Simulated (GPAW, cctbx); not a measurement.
# Tl2Cr4Cd: deformation density and structure factors from DFT

Question: by how much does bonding change the X-ray structure factors of Tl2Cr4Cd, and what does a routine refinement make of it?

The cell comes from substitution in a known structure type and wasn't matched to any measured phase. All numbers below are calculated.

## Step 1: Relax the structure

The density hangs on the geometry, so cell and atoms are relaxed first, with the symmetry held. The cutoff is set higher than for the density because stress converges slowly with plane waves.

Settings: GPAW 26.7.0, PBE, 570 eV, 4×4×4 k-points, Fermi–Dirac width 0.1 eV, spin-polarised, BFGS to 0.03 eV/Å.

```text
cell
1.0
     5.380000000    0.000000000    0.000000000
     0.000000000    5.380000000    0.000000000
    -2.690000000   -2.690000000    5.340500000
Tl Cd Cr
2 1 4
Direct
0.250000000 0.750000000 0.500000000
0.750000000 0.250000000 0.500000000
0.000000000 0.000000000 0.000000000
0.611800000 0.611800000 0.782800000
0.171000000 0.171000000 0.782800000
0.388200000 0.829000000 0.217200000
0.829000000 0.388200000 0.217200000
```

```console
$ OMP_NUM_THREADS=1 mpirun -n 4 gpaw python run.py > gpaw.log
```

```text
BFGS:    0      -30.805309        3.491894
BFGS:    1      -31.757706        3.152059
BFGS:    2      -33.872615        2.062201
BFGS:    3      -34.947729        0.685806
...
BFGS:    8      -35.126726        0.115882
BFGS:    9      -35.132315        0.061479
BFGS:   10      -35.133275        0.023050
cell  5.6914 5.6914 6.9507  114.17 114.17 90.00
volume 183.567 A^3, largest force 0.014 eV/A, largest stress 0.14 GPa
```

The cell moved far, while the k-mesh and basis were chosen for the start, so the final shape may be somewhat biased.

After 10 steps the volume has changed by +18.8 % and the energy by -4.328 eV; the largest stress left is 0.14 GPa. It took 15 min on 4 cores of Arm Neoverse V1 (shared host), peak memory 2 GiB.

Relaxed structure: I-42m (no. 121), a = 5.6914 Å, b = 5.6914 Å, c = 11.3341 Å, α = 90.00°, β = 90.00°, γ = 90.00°.

| atom | mult. | x | y | z |
| --- | --- | --- | --- | --- |
| Tl1 | 4 | 1/2 | 0 | 1/4 |
| Cd1 | 2 | 0 | 0 | 0 |
| Cr1 | 8 | 0.8199 | 0.1801 | 0.4165 |

## Step 2: Density and charge transfer

X-rays see the whole electron density, so the PAW density is rebuilt with its core regions. Subtracting spherical free atoms from the same code cancels the cores and leaves the deformation density Δρ, the part due to bonding.

Settings: PBE, 450 eV, 5×5×5 k-points, Fermi–Dirac width 0.1 eV, spin-polarised; primitive cell of 7 atoms.

```console
$ OMP_NUM_THREADS=1 mpirun -n 4 gpaw python run.py > gpaw.log
```

```text
|iter:   1|       0s |  -41.473469 | -0.05 |       | +11.9707|
|iter:   2|       5s |  -36.701507 | -1.19 | -0.59 | +12.1237|
|iter:   3|      10s |  -33.908409 | -0.65 | -0.70 | +13.3664|
...
|iter:  15|      72s |  -34.909290c| -6.80 | -5.17c| +17.0461|
|iter:  16|      77s |  -34.909290c| -7.22 | -5.49c| +17.0460|
|iter:  17|      82s |  -34.909291c| -7.52c| -5.58c| +17.0460|
```

```text
gpts.py:43: UserWarning: Initial realspace grid (28,28,35) inconsistent with symmetries.
gpts.py:43: UserWarning: Initial realspace grid (28,28,35) inconsistent with symmetries.
gpts.py:43: UserWarning: Initial realspace grid (28,28,35) inconsistent with symmetries.
gpts.py:43: UserWarning: Initial realspace grid (28,28,35) inconsistent with symmetries.
gpts.py:70: UserWarning: Using symmetrized grid: (35,35,35).
gpts.py:70: UserWarning: Using symmetrized grid: (35,35,35).
gpts.py:70: UserWarning: Using symmetrized grid: (35,35,35).
gpts.py:70: UserWarning: Using symmetrized grid: (35,35,35).
grid (70, 70, 70)  electrons 306.000  moved by bonding 1.268 e
deformation density beyond 0.5 A of the nuclei: max 0.098, min -0.217 e/A^3
atom        x       y       z   Voronoi charge  moment
Tl1    0.7500  0.2500  0.5000     -0.023       0.02
Tl2    0.2500  0.7500  0.5000     -0.023       0.02
Cd3    0.0000  0.0000  0.0000      0.090       0.03
Cr4    0.2363  0.5966  0.8330     -0.011       3.53
Cr5    0.5966  0.2363  0.8330     -0.011       3.53
Cr6    0.4034  0.4034  0.1670     -0.011       3.53
Cr7    0.7637  0.7637  0.1670     -0.011       3.53
mean inner potential of superposed free atoms 16.177 V
total magnetic moment 17.046 muB
```

Deformation density in a plane through the shortest contact of the Cd atom at the origin, in 0.01 e/Å³ (clipped at ±99); x from -1.6 to 4.3 Å, y from 2.4 down to -2.4 Å:

```text
 -3   0   1   0   0   0   0   0   0   0   0   0   0   0   0   0
  4  -1   0   0   0   0   0   0   0   0   1   1   1   0   0   0
-10  -1   1   1   0  -1  -1   0   0   1   1   1   1   0   0   0
 -6   1   3   1  -1  -2  -1   0   1   1   0   1   1   0   0   0
  1   3   3  -2  -4  -4  -1   1   1   0  -1  -3  -1  -1   0   0
  1   2  -3  -4   .  -1  -3   2   2  -1   5   .   0  -4  -1   0
  0  -1  -6   .   .   .  -4   3   2  -5   .   .   .  -7   0   1
  0  -1  -5  -1   .  -4  -5   2   2  -2   1   .  -1  -1   3   2
  0  -1  -2  -4  -4  -5  -2   1   1  -1  -3  -4   2   6   7   4
  0  -1  -1  -2  -2  -2  -1   0   0   0   0   3   6   9   9   6
  0   0  -1  -1  -1  -1   0   0   0   1   2   4   7   9   9   7
  0   0   0   0   0   0   0   0   0   1   1   3   5   7   7   5
  0   0   0   0   0   0   0   0   0   1   1   1   3   4   4   3
```

Atoms in or within 0.15 Å of the plane: Cd (0.0, 0.0), Cr (2.7, 0.0) Å. Dots mark points within about 0.45 Å of a nucleus; large values next to them are atomic features.

Tl gains most (-0.02 e) and Cd loses most (+0.09 e), which isn't the order of electronegativity: valence and coordination count too, and Voronoi cells cut space at the midplane whatever the atoms' sizes. Along the shortest contact from the Cd atom at the map's origin, Cd–Cr at 2.74 Å, Δρ is +0.03 e/Å³ at the midpoint: little piles up between the atoms, as is usual in a metallic crystal, which this run finds. At the midpoints of other shortest contacts it is +0.04 (Cr–Cr, 2.79 Å) and +0.04 (Tl–Cr, 2.81 Å) e/Å³. Point values carry grid noise of about 0.01 e/Å³. The cell's moment is 17.05 μB; the largest inside an atomic sphere is 3.53 μB. The run needed 17 iterations, 97 s.

## Step 3: From the density to structure factors

The Fourier components of Δρ, added to those of the free atoms, give the static X-ray structure factors; the Mott–Bethe relation turns them into the Fourier components V of the potential that fast electrons feel.

```text
static structure factors of the conventional cell: F in electrons, V (Mott-Bethe) in volts
   h  k  l      d  |F| table  |F| free   |F| DFT   change   |V| free  |V| DFT  change %
   0  0  2  5.6670   131.151   131.047   131.054    0.007     0.539    0.536     -0.5
   1  0  1  5.0862    25.486    25.707    25.466   -0.241     0.108    0.030    -72.2
   1  1  0  4.0244   182.683   182.624   182.699    0.074     2.161    2.146     -0.7
   1  1  2  3.2812   404.960   404.653   404.302   -0.351     7.272    7.329      0.8
   1  0  3  3.1477    83.027    83.012    82.645   -0.367     1.642    1.687      2.8
   2  0  0  2.8457   266.394   266.836   267.178    0.342     3.087    3.053     -1.1
   0  0  4  2.8335   286.748   287.066   287.089    0.023     3.624    3.622     -0.1
   2  0  2  2.5431   244.948   244.631   243.913   -0.718     3.588    3.646      1.6
   2  1  1  2.4834   122.955   122.545   121.770   -0.775     2.599    2.659      2.3
   1  1  4  2.3169   230.124   229.771   228.875   -0.896     3.539    3.604      1.9
   2  1  3  2.1109   119.833   119.351   118.579   -0.772     2.531    2.574      1.7
   1  0  5  2.1059   123.632   123.241   122.748   -0.493     2.418    2.445      1.1
   2  2  0  2.0122   386.097   385.575   385.270   -0.305     5.699    5.715      0.3
   2  0  4  2.0079   374.394   373.930   373.671   -0.260     5.430    5.443      0.2
```

The largest X-ray change is -0.90 e on 114, 0.4 % of |F|. For electrons V goes as (Z − F)/g², so a change of F counts against Z − F, which is small at low angle and wherever the atoms' terms cancel: |V| of 101 moves by -72.2 % (0.11 to 0.03 V) against -0.9 % in |F|. These compare absolute values; so weak a component may also change sign. The last three rows still change by up to 0.49 e; the table stops while the angles are still low. The tabulated Hartree–Fock atoms differ from the free DFT atoms by up to 0.52 e, so the choice of reference atom matters too.

## Step 4: What a spherical-atom refinement makes of it

Routine crystallography fits spherical atoms. To see the bias, intensities are simulated from tabulated atoms plus the DFT change ΔF, so that bonding alone can misfit (6146 reflections of the full sphere, merged to the counts below, to 0.5 Å, 1 % proportional noise plus counting noise, assumed isotropic U as listed, Δρ smeared by the mean U) and refined with cctbx over different ranges.

| range | data | R1 | GooF | U Tl1 (true 0.0022) | U Cd1 (true 0.0027) | U Cr1 (true 0.0034) | largest shift (Å) | Δρ max, min (e/Å³) |
| --- | --- | --- | --- | --- | --- | --- | --- | --- |
| all data | 844 | 0.0032 | 0.92 | 0.0022 | 0.0027 | 0.0034 | 0.0001 | 0.30, -0.30 |
| low resolution, d > 0.84 | 192 | 0.0026 | 0.93 | 0.0021 | 0.0026 | 0.0033 | 0.0003 | 0.14, -0.12 |
| high order, d < 0.75 | 578 | 0.0035 | 0.92 | 0.0022 | 0.0027 | 0.0034 | 0.0000 | 0.27, -0.21 |
| occupancies free, d > 0.7 | 315 | 0.0027 | 0.91 | 0.0022 | 0.0026 | 0.0033 | 0.0003 | 0.22, -0.14 |

With all data GooF is 0.92, so at this noise the bonding hardly shows; the top residual peak lies 1.81 Å from Tl and 2.09 Å from Cr. No U is off by more than 3 s.u. at low resolution. With Tl1 held at 1 and the scale free, the other occupancies refine to Cd1 0.998(0.001) and Cr1 0.996(0.001), on sites that are all full: they absorb part of the misfit, and only ratios to the fixed site mean anything.

## Step 5: Answer

Bonding moves 1.27 e in the primitive cell of Tl2Cr4Cd and changes the structure factors of the conventional cell in the table above by at most 0.90 e (114, 0.4 %), and among reflections above 2 % of the strongest by up to 0.9 % (101). The shortest bond, Cd–Cr, has Δρ = +0.03 e/Å³ at its midpoint, with no localised bond charge. With all data GooF is 0.92, so at this noise the bonding hardly shows. Limits: static density, frozen cores, no spin–orbit coupling; a ferromagnetic start is the only order tried, and the real ground state may be antiferromagnetic or insulating.

[Outputs are excerpts: Python notices, other lines and further rows are left out; steps that failed or that the build refused (PBEsol, TPSS) are not shown.]

[Logs are printed without paths, hosts, clocks, repeated set-up lines and the standing remarks that a program may print on its own settings, such as how far it seeks lower states.]
